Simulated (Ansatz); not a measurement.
Rows from a G0W0 calculation on TiO2 (I4/m) (Ansatz 0.2.0; G0W0 on LDA, plane waves, PAW; PAW set soft_1; 4×4×4 mesh, 1686 empty bands, screening to 100 eV, PAW set soft_1 files), in eV. Spin-orbit coupling is left out.

| row | k | band | start | Σx | Σc at the solution | Vxc |
| --- | --- | --- | --- | --- | --- | --- |
| A | (-0.500, -0.500, -0.500) | c1 | 9.169 | -13.272 | -7.289 | -22.076 |
| B | Γ | c1 | 7.899 | -12.624 | -6.439 | -20.508 |
| C | Γ | c2 | 9.343 | -14.125 | -6.748 | -22.317 |
| D | (-0.500, -0.500, -0.500) | v2 | 5.213 | -25.207 | 4.702 | -20.217 |
| E | (-0.500, -0.500, -0.500) | v1 | 6.373 | -25.816 | 4.344 | -21.258 |
| F | Γ | v1 | 5.666 | -25.166 | 4.533 | -20.357 |

Question: Give the quasiparticle energies and the shift of each level.

The quasiparticle equation reads E = start + Σx + Σc(E) − Vxc.

| row | E (eV) | shift (eV) |
| --- | --- | --- |
| A | 10.684 | +1.515 |
| B | 9.343 | +1.444 |
| C | 10.787 | +1.444 |
| D | 4.924 | −0.288 |
| E | 6.159 | −0.214 |
| F | 5.389 | −0.277 |

The gap over the computed points goes from 1.53 eV to 3.18 eV.

Limits: not at the basis limit.

[Runs of the session that timed out or met a known fault of the program may be left out.]

[Cells called generated may have been cut or substituted from an entry of the Crystallography Open Database or the Materials Project.]

[Hosts, paths, dates, database ids (printed as entryN), source tags and the programs' standing remarks are cut or masked in the printed files.]
